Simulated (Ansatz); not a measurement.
# TiTe2 monolayer (2H) under uniaxial strain along a, the zigzag direction, with the width clamped, part 3 of 3

Wanted: the shifts of the zone-centre modes of TiTe2 monolayer (2H) with strain.

Ansatz 0.2.0; DFT PBE, scalar-relativistic, plane waves, PAW; PAW set soft_1.

So far, highest optical mode at the zone centre (no LO-TO term) (cm⁻¹): step 4 (zone-centre response at rest) 256; step 6 (strain -1 %) 259.

**7. A member of the series: uniaxial strain of +5 % along a, the zigzag direction, with the width clamped**

The cell takes a uniaxial strain of +5 % along a, the zigzag direction, with the width clamped. The cell is held, and the atoms relax in it.

Contents of input.yaml:

```yaml
crystal:
  lattice:
    - [3.9352620156, 0.0, 0.0]
    - [-1.9676310078, 3.2457494057, 0.0]
    - [0.0, 0.0, 31.0]
  atoms:
    - { symbol: Ti, position: [0.3307326426, 0.6614652853, 0.3225806452] }
    - { symbol: Te, position: [0.667967012, 0.335934024, 0.3795320033] }
    - { symbol: Te, position: [0.667967012, 0.335934024, 0.2656292871] }
  periodic: [true, true, false]
kpoints:
  mp_grid: { grid: [12, 12, 1] }
hamiltonian:
  xc: pbe
  pseudopotentials: { kind: paw, azcp: { folder: soft_1 } }
scf:
  occupations: { method: gaussian, width: 0.01 }
output:
  forces: true
  stress: true
  eigenvalues: true
relax:
  adjacent_minimum: "off"
  f_tol: 0.001
  max_steps: 60
```

Launch:

```bash
ansatz run input.yaml --threads 4 --pin off --max-ram 16384MiB --backend cpu --events-out ev --progress --plain --runs-dir out
```

Numbers of over 12 decimals in the logs are rounded to 6 here.

The log of the run:

```text
[...]
Crystal: 3 atoms, lattice volume = 395.959 Å³
Basis set: ecut = 420 eV, 7795 PW (Γ), exchange–correlation on 54×54×432 points (8 copies of the dense FFT grid, shifted against one another)
Bands: 27, of which v1, the nominal top of the filled ones, is band 22 counted from 1 (21 counted from 0)
Symmetry: 4 space group operations
[...]
--- Relaxed structure (5 steps of the walk, 4 accepted, 0 SCFs on fresh bases) ---
  F+E_penalty+E_count = -16461.49733232 eV   max|allowed force component| = 2.501e-4 eV/Å
  cell:  # Å, volume = 395.9591 Å³
    - [3.9352620156, 0.0, 0.0]
    - [-1.9676310078, 3.2457494057, 0.0]
    - [0.0, 0.0, 31.0]
  atoms:
    - { symbol: Ti, position: [0.330155, 0.660310, 0.3225806452] }
    - { symbol: Te, position: [0.668256, 0.336512, 0.379371] }
    - { symbol: Te, position: [0.668256, 0.336512, 0.265791] }
[key lines of the parts left out:]
SCF converged after 4 iterations
Free energy (F): -16461.497332 eV
Fermi energy:    -5.294935 eV
P = ½ c Tr σ = -1.6621 N/m
```

Wall time 54 s (4 threads of Arm Neoverse V1, shared host); peak memory 0.9 GiB; 3.6 min of CPU time.

The steps of the relaxation:

```
step  energy less that of the first step (eV)  largest force component (eV/Å)
   1                                   0.0000                          0.0476
   2                                   0.0004                          0.0825
   3                                  -0.0003                          0.0110
   4                                  -0.0003                          0.0003
   5                                  -0.0003                          0.0003
```

Relaxation step 2 was tried and not accepted.

Forces are held to the 4 operations that the run works with; a distortion that breaks them can't arise in this run.

The relaxed structure:

```cif
data_structure
_symmetry_space_group_name_H-M 'P 1'
_symmetry_Int_Tables_number 1
_cell_length_a 3.9353
_cell_length_b 3.7956
_cell_length_c 31.0000
_cell_angle_alpha 90.000
_cell_angle_beta 90.000
_cell_angle_gamma 121.225
_cell_volume 395.96
loop_
_atom_site_label
_atom_site_type_symbol
_atom_site_fract_x
_atom_site_fract_y
_atom_site_fract_z
_atom_site_occupancy
Ti1 Ti 0.33016 0.66031 0.32258 1
Te2 Te 0.66826 0.33651 0.37937 1
Te3 Te 0.66826 0.33651 0.26579 1
```

Numbers from this step:

- gap on the k-mesh: 0.2348 eV
- area per atom: 4.258 Å²

The largest force component left is 0.25 meV/Å.

**8. Zone-centre modes of the member: uniaxial strain of +5 % along a, the zigzag direction, with the width clamped**

The zone-centre modes follow for uniaxial strain of +5 % along a, the zigzag direction, with the width clamped.

input.yaml, the sections that differ from step 7:

```yaml
crystal:
  lattice:
    - [3.9352620156, 0.0, 0.0]
    - [-1.9676310078, 3.2457494057, 0.0]
    - [0.0, 0.0, 31.0]
  atoms:
    - { symbol: Ti, position: [0.330155022, 0.660310044, 0.3225806452] }
    - { symbol: Te, position: [0.6682558223, 0.3365116446, 0.3793706326] }
    - { symbol: Te, position: [0.6682558223, 0.3365116446, 0.2657906578] }
  periodic: [true, true, false]
output:
  eigenvalues: true
phonons:
  method: dfpt
# kpoints, hamiltonian, scf: as in step 7
# relax: removed
```

The log of the run:

```text
[...]
Crystal: 3 atoms, lattice volume = 395.959 Å³
Basis set: ecut = 420 eV, 7795 PW (Γ), exchange–correlation on 54×54×432 points (8 copies of the dense FFT grid, shifted against one another)
Bands: 27, of which v1, the nominal top of the filled ones, is band 22 counted from 1 (21 counted from 0)
Symmetry: 4 space group operations
[...]
k-point 2: bands = [... 18 lower, -6.4331, -6.3266, -6.0353, -5.6521, -4.6060, -3.3175, -3.2458, -3.2219, ... 1 higher]
  k-point 42: bands = [... 18 lower, -7.9490, -7.4592, -7.1960, -5.9217, -4.7934, -3.9086, -3.5377, -3.0611, ... 1 higher]
[...]
ASR residual: 2.859e-5 → 0.000e0 eV/Å²; symmetrization residual: 3.738e-5 eV/Å²
[...]
ASR residual per site (eV/Å²): 2.86e-5 2.60e-5 2.59e-5
  Γ frequencies (cm⁻¹): 0.00 0.00 0.00 45.36 53.45 145.12 186.59 197.27 237.85
[...]
[key lines of the parts left out:]
SCF converged after 13 iterations
Free energy (F): -16461.497332 eV
Fermi energy:    -5.294928 eV
```

It took 2.5 min on 4 threads; peak memory 1.9 GiB.

This step gave:

- sum-rule residual before enforcement: 2.86e-5 eV/Å²
- highest optical mode at the zone centre (no LO-TO term): 237.8 cm⁻¹
- lowest optical zone-centre mode: 45.36 cm⁻¹

Without the LO-TO term. Patterns of degenerate modes are one choice out of their space. The modes at Γ (shares of kinetic energy by element, %):

```
mode  frequency (cm⁻¹)  symmetry  Ti %  Te %
   1               0.0  acoustic    16    84
   2               0.0  acoustic    16    84
   3               0.0  acoustic    16    84
   4              45.4        B1     0   100
   5              53.5        A2     0   100
   6             145.1        A1     1    99
   7             186.6        A1    83    17
   8             197.3        B2    84    16
   9             237.8        B1    84    16
```

The lowest optical mode is real, 45.4 cm⁻¹, and the highest lies at 237.8 cm⁻¹.

For the highest optical mode at the zone centre (no LO-TO term), step 4 gave 256 cm⁻¹; this run, with strain 5 %, gives 238 cm⁻¹ (-7 %).

**9. All members side by side**

The members are set side by side, also those not shown above.

Energies are extrapolated to zero smearing, and E0 is that at rest; members with a gap under 0.05 eV are left out; the cell is clamped and the atoms are relaxed; all runs use 12×12×1 k points and Gaussian smearing of 0.01 eV. State of the crystal along the series:

```
strain (%)  E - E0 (meV/atom)  gap on mesh (eV)
        -1             0.7186           0.09788
         0                  0            0.1818
         1             0.6923            0.1895
         2              2.725             0.199
         3              6.028              0.21
         4              10.53             0.222
         5              16.16            0.2348
```

Optical modes are counted from below at rest and tracked from member to member by their patterns, and modes that stay within 0.3 cm⁻¹ of each other stand once; labels, where given, are those at rest, then, where named, those of the strained cell; members with a gap under 0.05 eV are left out; the cell is clamped and the atoms are relaxed; all runs use 12×12×1 k points and Gaussian smearing of 0.01 eV. Optical modes along the series:

```
strain (%)  optical mode 1 E'' single part (cm⁻¹)  optical mode 2 E'' to A2 single part (cm⁻¹)  optical mode 3 A1' to A1 (cm⁻¹)  optical mode 4 E' to A1 single part (cm⁻¹)  optical mode 5 E' single part (cm⁻¹)  optical mode 6 A2'' (cm⁻¹)
        -1                                   58.9                                        57.01                            147.5                                       187.6                                 179.2                       258.9
         0                                  57.06                                        57.06                            147.2                                       187.1                                 187.1                       255.8
         1                                  55.06                                        56.81                            146.9                                       186.7                                 191.8                       252.4
         2                                  52.92                                        56.31                            146.5                                       186.5                                 194.7                       248.9
         3                                  50.61                                        55.57                            146.1                                       186.4                                 196.3                       245.3
         4                                   48.1                                        54.61                            145.6                                       186.5                                 197.2                       241.6
         5                                  45.36                                        53.45                            145.1                                       186.6                                 197.3                       237.8
```

Value and slope at zero strain of a cubic (a lower polynomial where under five rows exist) through the rows within 2 % of rest. Slopes at rest:

```
                                mode  frequency (cm⁻¹)  shift per percent of strain (cm⁻¹)
      optical mode 1 E'' single part              57.1                               -1.92
optical mode 2 E'' to A2 single part              57.1                                -0.1
            optical mode 3 A1' to A1             147.2                               -0.28
 optical mode 4 E' to A1 single part             187.1                               -0.45
       optical mode 5 E' single part             186.9                                 6.4
                 optical mode 6 A2''             255.8                               -3.26
```

**10. What came out**

```
members                                                          : 7
highest optical mode at the zone centre (no LO-TO term), at rest : 255.8 cm⁻¹
optical mode 3 A1' to A1, shift per percent                      : -0.28 cm⁻¹
optical mode 4 E' to A1 single part, shift per percent           : -0.45 cm⁻¹
optical mode 5 E' single part, shift per percent                 : 6.40 cm⁻¹
optical mode 6 A2'', shift per percent                           : -3.26 cm⁻¹
```

The strain lowers the symmetry: the level at 187.1 cm⁻¹ splits, into 186.6 and 197.3 cm⁻¹ at +5 %. Within 2 % of rest optical mode 2 E'' to A2 single part, optical mode 4 E' to A1 single part and optical mode 5 E' single part bend away from a straight line, so a single slope holds only near rest. The width is clamped, so the contraction across the strain that a free sheet shows is left out. At strain (%) -3 and -2 the gap on the mesh is under 0.05 eV, where mesh and smearing no longer suit, so these members are left out. These are harmonic frequencies at zero temperature: anharmonic shifts, linewidths and thermal expansion are left out. Spin-orbit coupling is left out, which can matter for the heavy elements here. The starting cell was built on a prototype and not taken from a measurement. Only the zone centre was solved, so an instability at another wavevector cannot show here. In a sheet the LO-TO splitting vanishes at the zone centre, so no such term is missing here.

[Logs are printed without paths, hosts, clocks, repeated set-up lines and the standing remarks that a program may print on its own settings, such as how far it seeks lower states.]

[Hosts, paths, dates, database ids (printed as entryN), source tags and the programs' standing remarks are cut or masked in the printed files.]
